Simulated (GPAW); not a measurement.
# KMgH3 (Pm-3m): one start, several treatments of the self-energy, part 2 of 2

How much does the gap of KMgH3 (Pm-3m) depend on the approximation to the self-energy?

GPAW 26.7.0; LDA and many-body steps on it, plane waves. Known limits of the many-body steps: not at the basis limit; coarse k mesh.

So far. Step 2 (Empty states on the mesh, 4×4×4 mesh, 428 bands): On this mesh the gap is 2.058 eV. Step 3 (G0W0, Godby-Needs plasmon pole): The gap on the mesh goes from 2.06 eV to 4.37 eV, a correction of +2.31 eV.

## 5. G0W0, extrapolated in the cutoff

This step: G0W0 on LDA, plane waves, PAW.

File run.py:

```python
import json
import numpy as np
from gpaw.mpi import world
from gpaw.response.g0w0 import G0W0

gw = G0W0('full.gpw',
    filename='gw',
    kpts=[0, 4, 9],
    bands=(9, 13),
    ecut=200.0,
    integrate_gamma='WS',
    ppa=True,
    ecut_extrapolation=True)
gw.calculate()
res = {mode: {k: v for k, v in r.items() if k != 'sigma_eskwn'}
       for mode, r in gw.all_results.items()}

if world.rank == 0:
    with open('result.json', 'w') as f:
        json.dump(res, f, default=lambda x: x.tolist())
```

Started as:

```bash
$ mpirun -n 4 gpaw python run.py
```

Numbers of over 12 decimals in the logs are rounded to 6 here.

The log of the run:

```text
Using integrator: PointIntegrator
FrequencyGridDescriptor(from 0.000+0.000j to 0.000+27.211j eV, 2 points)
Nonperiodic BCs:  [False False False]
Using integrator: PointIntegrator
FrequencyGridDescriptor(from 0.000+0.000j to 0.000+27.211j eV, 2 points)
Nonperiodic BCs:  [False False False]
  ___  _ _ _
 |   || | | |
 | | || | | |
 |__ ||_____|
 |___|

BZ k-points: Symmetries present (total): 48

  [... matrices ...]
64 k-points: 4 x 4 x 4 Monkhorst-Pack grid + [1/8,1/8,1/8]
10 k-points in the irreducible part of the Brillouin zone
       k-points in crystal coordinates                weights
   0:     0.00000000    0.00000000    0.00000000          1/64
   1:     0.25000000    0.00000000    0.00000000          6/64
   2:     0.25000000    0.25000000    0.00000000         12/64
[...]
8:     0.50000000    0.50000000    0.25000000          6/64
   9:     0.50000000    0.50000000    0.50000000          1/64

Distributing spins, k-points and bands (1 x 3 x 4) over 4 processes
Number of blocks: 1

Quasi particle states:
k-points (IBZ indices): [0, 4, 9]
Band range: (9, 13)
  [... matrices ...]
Computational parameters:
Extrapolating to infinite plane wave cut-off using points at:
  172.355 eV
  184.896 eV
  200.000 eV
Number of bands: 418
Coulomb cutoff: None
Broadening: 0.1 eV

fxc modes: GW
Kernel: RPA
Using Godby-Needs plasmon-pole approximation:
  Fitting energy: i*E0, E0 = 1.000 Hartree
Summing all q:

Calculating screened Coulomb potential
No Coulomb truncation
FrequencyGridDescriptor(from 0.000+0.000j to 0.000+27.211j eV, 2 points)
Removing empty qpoint cache files...

Calculating chi0 body with:
    Ground state adapter containing:
    Number of spins: 1
    Number of kpoints: 64
    Number of irreducible kpoints: 10
[...]
Integral kind: response function
Integrating chi0 head and wings.

Symmetries of q_c:
    Direct symmetries (Uq -> q): 48
    Indirect symmetries (TUq -> q): 0
In total 48 allowed symmetries.

  [... matrices ...]
10 groups of equivalent kpoints. 84.375% reduction.

Integral kind: response function wings

Calculating chi0 body with:
    Ground state adapter containing:
    Number of spins: 1
    Number of kpoints: 64
    Number of irreducible kpoints: 10
    Number of completely occupied states: 11
    Number of partially occupied states: 11
    Occupied states memory: 2.3203125 M / cpu

    Linear response parametrization:
[... the further q-points ...]
Extrapolating selfenergy to infinite energy cutoff:
  Performing linear fit to 3 points
  Warning: Bad quality of linear fit for some (n,k).
           Higher cutoff might be necessary.
  Minimum R^2 = 0.0810. (R^2 Should be close to 1)
  [... matrices ...]
Results:
f:      Occupation numbers
eps:     KS-eigenvalues [eV]
vxc:     KS vxc [eV]
exx:     Exact exchange [eV]
sigma:   Self-energies [eV]
dsigma:  Self-energy derivatives
Z:       Renormalization factors
qp:      QP-energies [eV]

k-point 0 (0): (0.000, 0.000, 0.000)                GW
band       f     eps     vxc     exx   sigma  dsigma       Z      qp
                                                                   GW
   9   1.000   0.857 -10.689 -13.952   1.230  -0.265   0.791  -0.751
  10   1.000   0.857 -10.689 -13.952   1.230  -0.265   0.791  -0.751
  11   0.000   6.834  -9.807  -4.917  -3.836  -0.223   0.818   7.697
[...]
k-point 1 (4): (0.500, 0.000, 0.000)                GW
band       f     eps     vxc     exx   sigma  dsigma       Z      qp
                                                                   GW
[...]
k-point 2 (9): (0.500, 0.500, 0.500)                GW
band       f     eps     vxc     exx   sigma  dsigma       Z      qp
                                                                   GW
[...]
11   0.000   3.407 -10.169  -5.895  -3.309  -0.211   0.826   4.204
  12   0.000   6.692  -9.279  -4.456  -3.871  -0.216   0.822   7.475
```

It took 15 min on 4 MPI ranks of Arm Neoverse V1, shared host; peak memory 1.6 GiB.

This step gave:

```yaml
quasiparticle_gap_on_the_points_computed: 4.530 eV
least_direct_quasiparticle_gap_on_the_computed_points: 6.490 eV
z_at_the_valence_top: 0.7906
z_at_the_conduction_bottom: 0.8257
starting_gap_on_the_mesh: 2.058 eV
k_of_the_valence_top: 0.5, 0, 0
k_of_the_conduction_bottom: 0.5, 0.5, 0.5
gaps_at_the_cutoffs_of_the_extrapolation: 4.434, 4.444, 4.453 eV
```

Against G0W0 in GPAW (4×4×4 mesh, 194 bands, screening to 120 eV, Godby-Needs plasmon pole), the gap moves by +0.159 eV.

## 6. One-shot PBE0

This step: one-shot PBE0 levels on LDA orbitals, plane waves, PAW.

File run.py:

```python
import json
import numpy as np
from gpaw.mpi import world
from gpaw.hybrids.eigenvalues import non_self_consistent_eigenvalues

dft, vxc, vxc_hyb = non_self_consistent_eigenvalues('full.gpw', 'PBE0', 9, 13, kpt_indices=[0, 4, 9])
res = {'dft': dft[0], 'hybrid': (dft - vxc + vxc_hyb)[0]}
if world.rank == 0:
    with open('hybrid.txt', 'w') as f:
        for k, e0, e1 in zip([0, 4, 9], res['dft'], res['hybrid']):
            print(k, ' '.join(f'{x:9.4f}' for x in e0), '|', ' '.join(f'{x:9.4f}' for x in e1), file=f)

if world.rank == 0:
    with open('result.json', 'w') as f:
        json.dump(res, f, default=lambda x: x.tolist())
```

Started as:

```bash
$ mpirun -n 4 gpaw python run.py
```

The log of the run:

```text
IBZ(<points: 10, symmetries: 48>)
Occupied bands: 11
Transforming wave functions from IBZ to BZ: 0.044 seconds
Distributing wave functions and iFFT-ing to real space: 0.254 seconds
Calculating eigenvalues:
  k-points: 3
  Bands: 9-12 (inclusive)
  Seconds: 1.703 (wave-function broadcasting: 0.017 seconds)
HSE06-eigenvalue shifts:
  min: -1.236 eV
  ave: -0.022 eV
  max: 1.220 eV
```

The job ended after 4.9 s (4 MPI ranks; peak memory 0.91 GiB).

Numbers from this step:

```yaml
starting_gap_on_the_mesh: 2.058 eV
hybrid_gap_on_the_mesh: 4.195 eV
least_direct_hybrid_gap_on_the_computed_points: 6.461 eV
```

## 7. G0W0, full frequency, Hilbert transform

This step: G0W0 on LDA, plane waves, PAW.

File run.py:

```python
import json
import numpy as np
from gpaw.mpi import world
from gpaw.response.g0w0 import G0W0

gw = G0W0('full.gpw',
    filename='gw',
    kpts=[0, 4, 9],
    bands=(9, 13),
    ecut=120,
    nbands=194,
    integrate_gamma='WS',
    frequencies={'type': 'nonlinear', 'domega0': 0.1, 'omega2': 15.0},
    eta=0.1,
    nblocksmax=True)
gw.calculate()
res = {mode: {k: v for k, v in r.items() if k != 'sigma_eskwn'}
       for mode, r in gw.all_results.items()}

if world.rank == 0:
    with open('result.json', 'w') as f:
        json.dump(res, f, default=lambda x: x.tolist())
```

Started as:

```bash
$ mpirun -n 4 gpaw python run.py
```

The log of the run:

```text
Using integrator: PointIntegrator
NonLinearFrequencyDescriptor(from 0.000 to 185.561 eV, 304 points)
Nonperiodic BCs:  [False False False]
Using integrator: PointIntegrator
NonLinearFrequencyDescriptor(from 0.000 to 185.561 eV, 304 points)
Nonperiodic BCs:  [False False False]
  ___  _ _ _
 |   || | | |
 | | || | | |
 |__ ||_____|
 |___|

BZ k-points: Symmetries present (total): 48

  [... matrices ...]
64 k-points: 4 x 4 x 4 Monkhorst-Pack grid + [1/8,1/8,1/8]
10 k-points in the irreducible part of the Brillouin zone
[...]
11   0.000   6.834  -9.807  -4.917  -3.726  -0.242   0.805   7.772
[...]
k-point 1 (4): (0.500, 0.000, 0.000)                GW
band       f     eps     vxc     exx   sigma  dsigma       Z      qp
                                                                   GW
[...]
k-point 2 (9): (0.500, 0.500, 0.500)                GW
band       f     eps     vxc     exx   sigma  dsigma       Z      qp
                                                                   GW
[...]
11   0.000   3.407 -10.169  -5.895  -3.169  -0.258   0.795   4.285
  12   0.000   6.692  -9.279  -4.456  -3.737  -0.260   0.794   7.554
```

Run time: 2.7 min. Hardware: 4 MPI ranks; peak memory 1.9 GiB; 11 min of CPU time.

Numbers from this step:

```yaml
g0w0_gap_on_the_points_computed: 4.338 eV
least_direct_g0w0_gap_on_the_computed_points: 6.487 eV
starting_gap_on_the_mesh: 2.058 eV
k_of_the_valence_top: 0.5, 0, 0
k_of_the_conduction_bottom: 0.5, 0.5, 0.5
```

Against G0W0 in GPAW (4×4×4 mesh, 194 bands, screening to 120 eV, Godby-Needs plasmon pole), the gap moves by −0.032 eV.

## 8. The runs together

Times are wall times on 4 MPI ranks of Arm Neoverse V1, shared host, good to a factor of about two.

```tsv
run	mesh	bands	screening cutoff (eV)	DFT gap (eV)	gap on the mesh (eV)	direct (eV)	time
G0W0, Godby-Needs plasmon pole	4×4×4	194	120	2.058	4.370	6.573	92 s
one-shot HSE06	4×4×4	-	-	2.058	3.554	5.766	4.2 s
G0W0, extrapolated in the cutoff	4×4×4	-	200	2.058	4.530	6.490	15 min
one-shot PBE0	4×4×4	-	-	2.058	4.195	6.461	4.9 s
G0W0, full frequency, Hilbert transform	4×4×4	194	120	2.058	4.338	6.487	2.7 min
```

## 9. What came out

```
G0W0, Godby-Needs plasmon pole          : 4.370 eV
one-shot HSE06                          : 3.554 eV
G0W0, extrapolated in the cutoff        : 4.530 eV
one-shot PBE0                           : 4.195 eV
G0W0, full frequency, Hilbert transform : 4.338 eV
known limits                            : not at the basis limit; coarse k mesh
```

**Reading.** One-shot HSE06: −0.817 eV against G0W0, Godby-Needs plasmon pole. G0W0, extrapolated in the cutoff: +0.159 eV against G0W0, Godby-Needs plasmon pole, at other bands or cutoff, so not like for like. One-shot PBE0: −0.176 eV against G0W0, Godby-Needs plasmon pole. G0W0, full frequency, Hilbert transform: −0.032 eV against G0W0, Godby-Needs plasmon pole. One-shot hybrid levels are evaluated on the LDA orbitals. Bands and cutoff are finite, so the gap is not at the basis limit. The miss can reach some tenths of an eV and take either sign; the mesh is an error of its own. These stock PAW sets were not made for GW. In the G0W0 runs levels were corrected at 3 k points alone, so a gap called «on the mesh» is the least over those, and an edge elsewhere would be missed. The program warns of a poor linear fit in the extrapolation of some level, so the extrapolated values are rough. The 4×4×4 mesh is coarse for this cell, which bears on the long-range parts of exchange and screening. This is the ideal cubic cell; many perovskites, halides above all, are cubic only on average, and local tilts or off-centring can widen the gap.

[Paths, hosts, dates, memory and timing lines, banners, echoed tables and standing remarks are left out of the program output.]

[Logs are printed without paths, hosts, clocks, repeated set-up lines and the standing remarks that a program may print on its own settings, such as how far it seeks lower states.]

[Runs of the session that timed out or met a known fault of the program may be left out.]

[Hosts, paths, dates, database ids (printed as entryN), source tags and the programs' standing remarks are cut or masked in the printed files.]
